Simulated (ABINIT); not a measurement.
# A GW run on AgCl (Fm-3m) in ABINIT, with inputs changed, part 2 of 2

Aim: change inputs of a GW run on AgCl (Fm-3m) and see what moves.

ABINIT 10.8.3; PBE and many-body steps on it, plane waves. Known limits of the many-body steps: not at the basis limit; d shell near the gap, gap tends to lie low; no spin-orbit coupling; coarse k mesh.

So far. Step 2 (Screening, 6×6×6 mesh, 173 bands, screening to 212.2 eV): Local fields lower ε∞ by 9 %. Step 3 (Base): The gap on the mesh goes from 0.92 eV to 2.21 eV, a correction of +1.29 eV.

### Step 4. No symmetry in the self-energy

Level of this step: G0W0 on PBE, plane waves, norm-conserving pseudopotentials (ABINIT).

Input file run.abi:

```
acell 3*1.0 Angstrom
rprim 
  0.000000000000 2.798500000000 2.798500000000
  2.798500000000 0.000000000000 2.798500000000
  2.798500000000 2.798500000000 -0.000000000000
ntypat 2
znucl 47 17
natom 2
typat 1 2
xred 
  0.000000000000 0.000000000000 0.000000000000
  0.500000000000 0.500000000000 0.500000000000
pp_dirpath "pseudos"
pseudos "Ag.upf, Cl.upf"
ecut 37
ngkpt 6 6 6
nshiftk 1
shiftk 0 0 0
kptopt 1
chksymbreak 0
istwfk *1
occopt 1
irdwfk 1
optdriver 4
nband 173
gwcalctyp 0
ecutsigx 37
symsigma 0
nkptgw 2
kptgw 
  0.5000000000 0.0000000000 0.0000000000
  0.0000000000 0.0000000000 0.0000000000
bdgw 
  12 15
  11 17
ecuteps 7.8
irdscr 1
ppmodel 1
indata_prefix "in"
outdata_prefix "out"
tmpdata_prefix "tmp"
```

Command:

```sh
> OMP_NUM_THREADS=1 mpirun -n 8 abinit run.abi > log
```

Log:

```text
.Version 10.8.3 of ABINIT. v10.8.2 released Aug 2026.

 Symmetries : space group Fm -3 m (#225); Bravais cF (face-center cubic)
[... echo of the input left out ...]
== DATASET  1 ==================================================================
-   mpi_nproc: 8, omp_nthreads: 1 (-1 if OMP is not activated)

--- !DatasetInfo
iteration_state: {dtset: 1, }
dimensions: {natom: 2, nkpt: 16, mband: 173, nsppol: 1, nspinor: 1, nspden: 1, mpw: 3218, }
cutoff_energies: {ecut:  37.0, pawecutdg:  -1.0, }
electrons: {nelect:   2.60000000E+01, charge:   0.00000000E+00, occopt:   1.00000000E+00, tsmear:   1.00000000E-02, }

 SIGMA: Calculation of the GW corrections

 Based on a program developped by R.W. Godby, V. Olevano, G. Onida, and L. Reining.
 Incorporated in ABINIT by V. Olevano, G.-M. Rignanese, and M. Torrent.
.Using double precision arithmetic ; gwpc =  8

[... cell and pseudopotentials left out ...]
--------------------------------------------------------------------------------

 ==== K-mesh for the wavefunctions ====
 Number of points in the irreducible wedge :    16
[... list of points left out ...]
 Together with 48 symmetry operations and time-reversal symmetry
 yields   216 points in the full Brillouin Zone.

 ==== Q-mesh for screening function ====
 Number of points in the irreducible wedge :    16
[... list of points left out ...]
 Together with 48 symmetry operations and time-reversal symmetry
 yields   216 points in the full Brillouin Zone.

 vcoul_init : cutoff-mode = AUXILIARY_FUNCTION
 q-points for optical limit:   1
     1)      0.000010    0.000020    0.000030
 setmesh: FFT mesh size selected  =    45x   45x   45
          total number of points  =        91125

 Number of electrons calculated from density =   26.0000; Expected =   26.0000
[...]
number of omega for Sigma on real axis              0
 max omega for Sigma on real axis  [eV]           0.00
 zcut for avoiding poles [eV]                     0.10

 EPSILON^-1 parameters (SCR file):
 dimension of the eps^-1 matrix on file            331
 dimension of the eps^-1 matrix used               331
 number of plane-waves for wavefunctions          3143
 number of bands                                   173
 number of q-points in IBZ                          16
 number of frequencies                               2
 number of real frequencies                          1
 number of imag frequencies                          1

 matrix elements of self-energy operator (all in [eV])

 Perturbative Calculation

--- !SelfEnergy_ee
iteration_state: {dtset: 1, }
kpoint     : [   0.500,    0.000,    0.000, ]
spin       : 1
KS_gap     :    4.314
QP_gap     :    5.511
Delta_QP_KS:    1.198
data: !SigmaeeData |
     Band     E0 <VxcDFT>   SigX SigC(E0)      Z dSigC/dE  Sig(E)    E-E0       E
       12   4.308 -21.438 -26.414   3.626   0.794  -0.259 -22.510  -1.072   3.235
       13   4.308 -21.438 -26.414   3.626   0.794  -0.259 -22.510  -1.072   3.235
       14   8.621  -8.967  -4.827  -3.991   0.837  -0.195  -8.842   0.125   8.747
[...]
--- !SelfEnergy_ee
iteration_state: {dtset: 1, }
kpoint     : [   0.000,    0.000,    0.000, ]
spin       : 1
KS_gap     :    3.124
QP_gap     :    4.655
Delta_QP_KS:    1.531
data: !SigmaeeData |
     Band     E0 <VxcDFT>   SigX SigC(E0)      Z dSigC/dE  Sig(E)    E-E0       E
[...]
16  15.026 -12.073  -6.782  -4.521   0.821  -0.219 -11.441   0.632  15.658
       17  15.026 -12.073  -6.782  -4.521   0.821  -0.219 -11.441   0.632  15.658

== END DATASET(S) ==============================================================
================================================================================

 -outvars: echo values of variables after computation  --------
           etotal      0.0000000000E+00
            nband         173
             nkpt          16
          spgroup         225
 [... the other variables as echoed above ...]

 Calculation completed.
```

The job ended after 4.7 min (8 MPI ranks of Arm Neoverse V1, shared host; peak memory 3.1 GiB).

This step gave:

```
G0W0 gap on the points computed              : 2.213 eV
starting gap on the mesh                     : 0.9214 eV
k of the valence top                         : 0.5, 0, 0
k of the conduction bottom                   : 0, 0, 0
Z at the valence top                         : 0.794
Z at the conduction bottom                   : 0.83
least direct G0W0 gap on the computed points : 4.655 eV
```

Against G0W0 in ABINIT (6×6×6 mesh, 173 bands, screening to 212.2 eV, Godby-Needs plasmon pole), the gap moves by +0.000 eV.

### Step 5. Screening cutoff above the file's

Edit run.abi of step 4 so:

```diff
@@ -27,3 +27,3 @@
 ecutsigx 37
-symsigma 0
+symsigma 1
 nkptgw 2
@@ -35,3 +35,3 @@
   11 17
-ecuteps 7.8
+ecuteps 31.2
 irdscr 1
```

Log:

```text
.Version 10.8.3 of ABINIT. v10.8.2 released Aug 2026.

 Symmetries : space group Fm -3 m (#225); Bravais cF (face-center cubic)
[... echo of the input left out ...]
== DATASET  1 ==================================================================
-   mpi_nproc: 8, omp_nthreads: 1 (-1 if OMP is not activated)

--- !DatasetInfo
iteration_state: {dtset: 1, }
dimensions: {natom: 2, nkpt: 16, mband: 173, nsppol: 1, nspinor: 1, nspden: 1, mpw: 3218, }
cutoff_energies: {ecut:  37.0, pawecutdg:  -1.0, }
electrons: {nelect:   2.60000000E+01, charge:   0.00000000E+00, occopt:   1.00000000E+00, tsmear:   1.00000000E-02, }

 SIGMA: Calculation of the GW corrections

 Based on a program developped by R.W. Godby, V. Olevano, G. Onida, and L. Reining.
 Incorporated in ABINIT by V. Olevano, G.-M. Rignanese, and M. Torrent.
.Using double precision arithmetic ; gwpc =  8

[... cell and pseudopotentials left out ...]
--------------------------------------------------------------------------------

 ==== K-mesh for the wavefunctions ====
 Number of points in the irreducible wedge :    16
[... list of points left out ...]
 Together with 48 symmetry operations and time-reversal symmetry
 yields   216 points in the full Brillouin Zone.

 ==== Q-mesh for screening function ====
 Number of points in the irreducible wedge :    16
[... list of points left out ...]
 Together with 48 symmetry operations and time-reversal symmetry
 yields   216 points in the full Brillouin Zone.

 vcoul_init : cutoff-mode = AUXILIARY_FUNCTION
 q-points for optical limit:   1
     1)      0.000010    0.000020    0.000030
 setmesh: FFT mesh size selected  =    45x   45x   45
          total number of points  =        91125

 Number of electrons calculated from density =   26.0000; Expected =   26.0000
[...]
number of omega for Sigma on real axis              0
 max omega for Sigma on real axis  [eV]           0.00
 zcut for avoiding poles [eV]                     0.10

 EPSILON^-1 parameters (SCR file):
 dimension of the eps^-1 matrix on file            331
 dimension of the eps^-1 matrix used               331
 number of plane-waves for wavefunctions          3143
 number of bands                                   173
 number of q-points in IBZ                          16
 number of frequencies                               2
 number of real frequencies                          1
 number of imag frequencies                          1

 matrix elements of self-energy operator (all in [eV])

 Perturbative Calculation

--- !SelfEnergy_ee
iteration_state: {dtset: 1, }
kpoint     : [   0.500,    0.000,    0.000, ]
spin       : 1
KS_gap     :    4.314
QP_gap     :    5.511
Delta_QP_KS:    1.198
data: !SigmaeeData |
     Band     E0 <VxcDFT>   SigX SigC(E0)      Z dSigC/dE  Sig(E)    E-E0       E
       12   4.308 -21.438 -26.414   3.626   0.794  -0.259 -22.510  -1.072   3.235
       13   4.308 -21.438 -26.414   3.626   0.794  -0.259 -22.510  -1.072   3.235
       14   8.621  -8.967  -4.827  -3.991   0.837  -0.195  -8.842   0.125   8.747
[...]
--- !SelfEnergy_ee
iteration_state: {dtset: 1, }
kpoint     : [   0.000,    0.000,    0.000, ]
spin       : 1
KS_gap     :    3.124
QP_gap     :    4.655
Delta_QP_KS:    1.531
data: !SigmaeeData |
     Band     E0 <VxcDFT>   SigX SigC(E0)      Z dSigC/dE  Sig(E)    E-E0       E
[...]
16  15.026 -12.073  -6.782  -4.521   0.821  -0.219 -11.441   0.632  15.658
       17  15.026 -12.073  -6.782  -4.521   0.821  -0.219 -11.441   0.632  15.658

== END DATASET(S) ==============================================================
================================================================================

 -outvars: echo values of variables after computation  --------
           etotal      0.0000000000E+00
            nband         173
             nkpt          16
          spgroup         225
 [... the other variables as echoed above ...]

 Calculation completed.
```

Run time: 32 s. Hardware: 8 MPI ranks; peak memory 3.1 GiB.

The run ended normally, though the input holds a fault or crude settings.

The fault put into this input: screening cutoff above the file's. It printed a gap of 2.21 eV, the value of the sound run: the program fell back on what its files hold, so an unchanged gap shows no convergence.

### Step 6. The runs together

Times are wall times on 8 MPI ranks of Arm Neoverse V1, shared host, good to a factor of about two. A run's time includes the screening step that it read.

```csv
run,mesh,bands,screening cutoff (eV),DFT gap (eV),gap on the mesh (eV),direct (eV),ε∞ used,time
base,6×6×6,173,212.2,0.921,2.213,4.655,4.85,4.6 min
no symmetry in the self-energy,6×6×6,173,212.2,0.921,2.213,4.655,4.85,8.8 min
```

### Step 7. Outcome

```yaml
base: 2.213 eV
no_symmetry_in_the_self_energy: 2.213 eV
known_limits: not at the basis limit; d shell near the gap, gap tends to lie low; no spin-orbit coupling; coarse k mesh
```

No symmetry in the self-energy: no change against base (keys changed: symsigma). Bands and cutoff are finite, so the gap is not at the basis limit. The miss can reach some tenths of an eV and take either sign; the mesh is an error of its own. In the first G0W0 run levels were corrected at 2 k points alone, so a gap called «on the mesh» is the least over those, and an edge elsewhere would be missed. The 6×6×6 mesh is coarse for this cell, which bears on the long-range parts of exchange and screening. A d shell, filled or nearly so, lies near the gap. One-shot GW converges very slowly in bands there, not always from below, and on a semilocal start the gap tends to come out low; starts rich in exact exchange can overshoot instead. The many-body steps are scalar-relativistic: spin-orbit coupling is not in them.

[Paths, hosts, dates, memory and timing lines, banners, echoed tables and standing remarks are left out of the program output.]

[Logs are printed without paths, hosts, clocks, repeated set-up lines and the standing remarks that a program may print on its own settings, such as how far it seeks lower states.]

[Runs of the session that timed out or met a known fault of the program may be left out.]

[No measured gap is set beside runs whose start may be inverted or whose files or cutoffs have a known fault.]

[Hosts, paths, dates, database ids (printed as entryN), source tags and the programs' standing remarks are cut or masked in the printed files.]

[G0W0 gaps are taken among the corrected bands and points alone; a level outside them can change the order at an edge.]

[Where Ansatz stands beside ABINIT at settings called matched, ABINIT's density can come from a denser mesh and the files from another edition; pairs whose starting gaps differed by over 0.03 eV were left out, so agreement reads better than it is.]
